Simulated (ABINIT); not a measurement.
# BaTiO3 (P4mm): G0W0 with ABINIT, start to end

Wanted: ground state, empty states, screening and self-energy for BaTiO3 (P4mm).

Method: PBE and many-body steps on it, plane waves, in ABINIT 10.8.3.

## 1. The structure

The structure is tetragonal, space group P4mm (No. 99). The conventional cell has a = 3.990 Å, b = 3.990 Å, c = 4.023 Å, α = 90.00°, β = 90.00°, γ = 90.00°. Ba has 12 O at 2.80 to 2.87 Å nearest. Nearest to Ti lie 6 O at 1.84 to 2.18 Å. Nearest to O lie 2 Ti at 1.84 to 2.18 Å and 4 Ba at 2.82 Å. Nearest to O lie 2 Ti at 2.00 Å and 4 Ba at 2.80 to 2.87 Å. Farther neighbours and most contacts between anions are not listed.

Structure file:

```cif
data_structure
_symmetry_space_group_name_H-M 'P4mm'
_symmetry_Int_Tables_number 99
_cell_length_a 3.9905
_cell_length_b 3.9905
_cell_length_c 4.0230
_cell_angle_alpha 90.000
_cell_angle_beta 90.000
_cell_angle_gamma 90.000
_cell_volume 64.06
loop_
_atom_site_label
_atom_site_type_symbol
_atom_site_symmetry_multiplicity
_atom_site_Wyckoff_symbol
_atom_site_fract_x
_atom_site_fract_y
_atom_site_fract_z
_atom_site_occupancy
Ba1 Ba 1 a 0.00000 0.00000 0.00000 1
Ti1 Ti 1 b 0.50000 0.50000 0.52200 1
O1 O 1 b 0.50000 0.50000 0.97900 1
O2 O 2 c 0.50000 0.00000 0.48800 1
```

The cell and positions come from the Crystallography Open Database and are kept as given unless a step says otherwise. Spin-orbit coupling is left out unless a step names it.

## 2. Ground state

This step: ABINIT 10.8.3; DFT, PBE, plane waves, norm-conserving pseudopotentials.

The ground-state density comes first.

File run.abi:

```
acell 3*1.0 Angstrom
rprim 
  3.990480000000 0.000000000000 0.000000000000
  0.000000000000 3.990480000000 0.000000000000
  0.000000000000 0.000000000000 4.023030000000
ntypat 3
znucl 56 22 8
natom 5
typat 1 2 3 3 3
xred 
  0.000000000000 0.000000000000 0.000000000000
  0.500000000000 0.500000000000 0.522000000000
  0.500000000000 0.500000000000 0.979000000000
  0.500000000000 0.000000000000 0.488000000000
  0.000000000000 0.500000000000 0.488000000000
pp_dirpath "pseudos"
pseudos "Ba.upf, Ti.upf, O.upf"
ecut 38
ngkpt 6 6 6
nshiftk 1
shiftk 0 0 0
kptopt 1
chksymbreak 0
nband 26
occopt 1
tolvrs 1e-10
nstep 60
prtwf 0
optforces 0
optstress 0
indata_prefix "in"
outdata_prefix "out"
tmpdata_prefix "tmp"
```

The run is started by

```bash
$ OMP_NUM_THREADS=1 mpirun -n 4 abinit run.abi > log
```

Numbers of over 12 decimals in the logs are rounded to 6 here.

Log:

```text
.Version 10.8.3 of ABINIT. v10.8.2 released Aug 2026.

 Symmetries : space group P4 m m (# 99); Bravais tP (primitive tetrag.)
================================================================================
 Values of the parameters that define the memory need of the present run
     intxc =       0    ionmov =       0      iscf =       7    lmnmax =       6
     lnmax =       6     mgfft =      45  mpssoang =       3    mqgrid =    3001
     natom =       5  nloc_mem =       1    nspden =       1   nspinor =       1
    nsppol =       1      nsym =       8    n1xccc =    2501    ntypat =       3
    occopt =       1   xclevel =       2
-    mband =          26        mffmem =           1         mkmem =          10
       mpw =        4860          nfft =       91125          nkpt =          40
================================================================================
  Rough estimation (10% accuracy) of disk space for files :
================================================================================

--------------------------------------------------------------------------------
------------- Echo of variables that govern the present computation ------------
--------------------------------------------------------------------------------
 -outvars: echo values of preprocessed input variables --------
            acell      1.8897261259E+00  1.8897261259E+00  1.8897261259E+00 Bohr

      chksymbreak           0
             ecut      3.80000000E+01 Hartree
-          fftalg         312

              ixc     -101130
              kpt      0.00000000E+00  0.00000000E+00  0.00000000E+00
                       1.66666667E-01  0.00000000E+00  0.00000000E+00
                       3.33333333E-01  0.00000000E+00  0.00000000E+00
                       5.00000000E-01  0.00000000E+00  0.00000000E+00
                       1.66666667E-01  1.66666667E-01  0.00000000E+00
                       3.33333333E-01  1.66666667E-01  0.00000000E+00
                       5.00000000E-01  1.66666667E-01  0.00000000E+00
                       3.33333333E-01  3.33333333E-01  0.00000000E+00
                       5.00000000E-01  3.33333333E-01  0.00000000E+00
   [... 29 further rows ...]
                       5.00000000E-01  3.33333333E-01  5.00000000E-01
                       5.00000000E-01  5.00000000E-01  5.00000000E-01
         kptrlatt        6    0    0      0    6    0      0    0    6
          kptrlen      4.52454859E+01
P           mkmem          10
            natom           5
            nband          26
            ngfft          45      45      45
             nkpt          40
            nstep          60
             nsym           8
           ntypat           3
              occ      2.000000  2.000000  2.000000  2.000000  2.000000  2.000000
                       2.000000  2.000000  2.000000  2.000000  2.000000  2.000000
                       2.000000  2.000000  2.000000  2.000000  2.000000  2.000000
                       2.000000  2.000000  0.000000  0.000000  0.000000  0.000000
                       0.000000  0.000000
        optforces           0
        optstress           0
            prtwf           0
            rprim      3.9904800000E+00  0.0000000000E+00  0.0000000000E+00
[...]
spgroup          99

           tolvrs      1.00000000E-10

             xred      0.0000000000E+00  0.0000000000E+00  0.0000000000E+00
[...]
znucl       56.00000   22.00000    8.00000

================================================================================

 chkinp: Checking input parameters for consistency.

================================================================================
== DATASET  1 ==================================================================
-   mpi_nproc: 4, omp_nthreads: 1 (-1 if OMP is not activated)

--- !DatasetInfo
iteration_state: {dtset: 1, }
dimensions: {natom: 5, nkpt: 40, mband: 26, nsppol: 1, nspinor: 1, nspden: 1, mpw: 4860, }
cutoff_energies: {ecut:  38.0, pawecutdg:  -1.0, }
electrons: {nelect:   4.00000000E+01, charge:   0.00000000E+00, occopt:   1.00000000E+00, tsmear:   1.00000000E-02, }

 Real(R)+Recip(G) space primitive vectors, cartesian coordinates (Bohr,Bohr^-1):
 R(1)=  7.5409143  0.0000000  0.0000000  G(1)=  0.1326099  0.0000000  0.0000000
 R(2)=  0.0000000  7.5409143  0.0000000  G(2)=  0.0000000  0.1326099  0.0000000
 R(3)=  0.0000000  0.0000000  7.6024249  G(3)=  0.0000000  0.0000000  0.1315370
 Unit cell volume ucvol=  4.3231485E+02 bohr^3
 Angles (23,13,12)=  9.00000000E+01  9.00000000E+01  9.00000000E+01 degrees

 getcut: wavevector=  0.0000  0.0000  0.0000  ngfft=  45  45  45
         ecut(hartree)=     38.000   => boxcut(ratio)=   2.08566

--- Pseudopotential description ------------------------------------------------
- Ba Generated using ONCVPSP code by D. R. Hamann
- 56.00000  10.00000  171031                  znucl, zion, pspdat
12 -101130 2 -1 1958                          pspcod,pspxc,lmax,lloc,mmax
     nproj     2     2     2
  pspatm : epsatm=   26.75150155
         --- l  ekb(1:nproj) -->
[...]
pspatm: atomic psp has been read  and splines computed

- Ti Generated using ONCVPSP code by D. R. Hamann
- 22.00000  12.00000  171031                  znucl, zion, pspdat
12 -101130 2 -1 1586                          pspcod,pspxc,lmax,lloc,mmax
     nproj     2     2     2
  pspatm : epsatm=   14.68144553
         --- l  ekb(1:nproj) -->
[...]
pspatm: atomic psp has been read  and splines computed

- O Generated using ONCVPSP code by D. R. Hamann
-  8.00000   6.00000  171031                  znucl, zion, pspdat
12 -101130 2 -1 936                           pspcod,pspxc,lmax,lloc,mmax
     nproj     2     2     1
  pspatm : epsatm=    6.19545534
         --- l  ekb(1:nproj) -->
[...]
2   -1.331955
 pspatm: atomic psp has been read  and splines computed

   2.40077252E+03                                ecore*ucvol(ha*bohr**3)
--------------------------------------------------------------------------------

_setup2: Arith. and geom. avg. npw (full set) are    4836.255    4836.244

================================================================================

--- !BeginCycle
iteration_state: {dtset: 1, }
solver: {iscf: 7, nstep: 60, nline: 4, wfoptalg: 0, }
tolerances: {tolvrs: 1.00E-10, }

     iter   Etot(hartree)      deltaE(h)  residm     vres2
 ETOT  1  -136.75115245054    -1.368E+02 9.889E-02 1.917E+03
 ETOT  2  -127.60723889614     9.144E+00 1.852E-01 3.435E+04
 ETOT  3  -137.29563922784    -9.688E+00 7.455E-02 5.199E+02
 ETOT  4  -137.31512178266    -1.948E-02 1.362E-02 3.335E+02
 ETOT  5  -137.36421187996    -4.909E-02 2.168E-02 1.042E+02
 ETOT  6  -137.37394325638    -9.731E-03 7.313E-03 5.701E+01
 ETOT  7  -137.38442774839    -1.048E-02 2.353E-02 6.831E+00
 ETOT  8  -137.38552180558    -1.094E-03 6.889E-03 1.562E+00
 ETOT  9  -137.38580460696    -2.828E-04 4.046E-03 2.471E-01
 ETOT 10  -137.38585632205    -5.172E-05 6.390E-03 4.527E-03
 ETOT 11  -137.38585726138    -9.393E-07 3.822E-03 5.973E-05
 ETOT 12  -137.38585727248    -1.110E-08 4.984E-03 2.485E-06
 ETOT 13  -137.38585727308    -6.034E-10 7.272E-03 9.587E-08
 ETOT 14  -137.38585727311    -2.095E-11 3.122E-03 1.977E-09
 ETOT 15  -137.38585727310     7.958E-13 1.865E-03 1.240E-10
 ETOT 16  -137.38585727311    -2.530E-12 2.941E-03 1.979E-12

 At SCF step   16       vres2   =  1.98E-12 < tolvrs=  1.00E-10 =>converged.

--- !ResultsGS
iteration_state: {dtset: 1, }
comment   : Summary of ground state results
lattice_vectors:
- [  7.5409143,   0.0000000,   0.0000000, ]
- [  0.0000000,   7.5409143,   0.0000000, ]
- [  0.0000000,   0.0000000,   7.6024249, ]
lattice_lengths: [   7.54091,    7.54091,    7.60242, ]
lattice_angles: [ 90.000,  90.000,  90.000, ] # degrees, (23, 13, 12)
lattice_volume:   4.3231485E+02
convergence: {deltae: -2.530E-12, res2:  1.979E-12, residm:  2.941E-03, diffor:  0.000E+00, }
etotal    :  -1.37385857E+02
entropy   :   0.00000000E+00
fermie    :   2.46877495E-01
cartesian_stress_tensor: null
pressure_GPa: null
xred      :
- [  0.0000E+00,   0.0000E+00,   0.0000E+00, Ba]
- [  5.0000E-01,   5.0000E-01,   5.2200E-01, Ti]
- [  5.0000E-01,   5.0000E-01,   9.7900E-01,  O]
- [  5.0000E-01,   0.0000E+00,   4.8800E-01,  O]
- [  0.0000E+00,   5.0000E-01,   4.8800E-01,  O]
cartesian_forces: null
force_length_stats: {min: null, max: null, mean: null, }

 Integrated electronic density in atomic spheres:
 ------------------------------------------------
 Atom  Sphere_radius  Integrated_density
[...]
================================================================================

 ----iterations are completed or convergence reached----

 Mean square residual over all n,k,spin=   12.653E-06; max=  29.414E-04
 reduced coordinates (array xred) for    5 atoms
       0.000000000000      0.000000000000      0.000000000000
       0.500000000000      0.500000000000      0.522000000000
       0.500000000000      0.500000000000      0.979000000000
       0.500000000000      0.000000000000      0.488000000000
       0.000000000000      0.500000000000      0.488000000000
 rms dE/dt=  0.0000E+00; max dE/dt=  0.0000E+00; dE/dt below (all hartree)
    1       0.000000000000      0.000000000000      0.000000000000
    2       0.000000000000      0.000000000000      0.000000000000
    3       0.000000000000      0.000000000000      0.000000000000
    4       0.000000000000      0.000000000000      0.000000000000
    5       0.000000000000      0.000000000000      0.000000000000

 cartesian coordinates (angstrom) at end:
    1      0.000000     0.000000     0.000000
    2      1.995240     1.995240     2.100022
    3      1.995240     1.995240     3.938546
    4      1.995240     0.000000     1.963239
    5      0.000000     1.995240     1.963239
 length scales=  1.889726125908  1.889726125908  1.889726125908 bohr
              =  1.000000000000  1.000000000000  1.000000000000 angstroms
 prteigrs : about to open file out_EIG
 Fermi (or HOMO) energy (hartree) =   0.24688   Average Vxc (hartree)=  -0.42067
 Eigenvalues (hartree) for nkpt=  40  k points:
 kpt#   1, nband= 26, wtk=  0.00463, kpt=  0.0000  0.0000  0.0000 (reduced coord)
  -1.82902   -0.95838   -0.95571   -0.95571   -0.66700   -0.37437   -0.35146   -0.34702
  -0.12184   -0.12184   -0.12179    0.15967    0.16067    0.16067    0.19522    0.19522
   0.20348    0.23045    0.23326    0.23326    0.31491    0.32841    0.32841    0.40096
   0.42300    0.43021
 prteigrs : prtvol=0 or 1, do not print more k-points.

--- !EnergyTerms
iteration_state     : {dtset: 1, }
comment             : Components of total free energy in Hartree
kinetic             :  6.27812113529147E+01
hartree             :  2.99537990853779E+01
xc                  : -2.80678646837879E+01
Ewald energy        : -1.03492580402229E+02
psp_core            :  5.55329650225250E+00
local_psp           : -1.00807849955633E+02
non_local_psp       : -3.30586917200199E+00
total_energy        : -1.37385857273107E+02
total_energy_eV     : -3.73845962699373E+03
band_energy         : -1.05725584379354E+01

== END DATASET(S) ==============================================================
================================================================================

 -outvars: echo values of variables after computation  --------
           etotal     -1.3738585727E+02
            nband          26
             nkpt          40
          spgroup          99
 [... the other variables as echoed above ...]

 Calculation completed.
```

Run time: 71 s. Hardware: 4 MPI ranks of Arm Neoverse V2, shared host; peak memory 0.38 GiB.

Numbers from this step:

```
total energy               : -3738.4596 eV
gap                        : 1.851 eV
k of the valence top       : 0.5, 0.5, 0.5
k of the conduction bottom : 0, 0, 0
least direct gap           : 2.222 eV
```

The gap is indirect, with the least direct gap 0.37 eV higher.

(Part 1 of 3 ends here.)

[Paths, hosts, dates, memory and timing lines, banners, echoed tables and standing remarks are left out of the program output.]

[Logs are printed without paths, hosts, clocks, repeated set-up lines and the standing remarks that a program may print on its own settings, such as how far it seeks lower states.]

[Runs of the session that timed out or met a known fault of the program may be left out.]

[Hosts, paths, dates, database ids (printed as entryN), source tags and the programs' standing remarks are cut or masked in the printed files.]

[G0W0 gaps are taken among the corrected bands and points alone; a level outside them can change the order at an edge.]

[Where Ansatz stands beside ABINIT at settings called matched, ABINIT's density can come from a denser mesh and the files from another edition; pairs whose starting gaps differed by over 0.03 eV were left out, so agreement reads better than it is.]
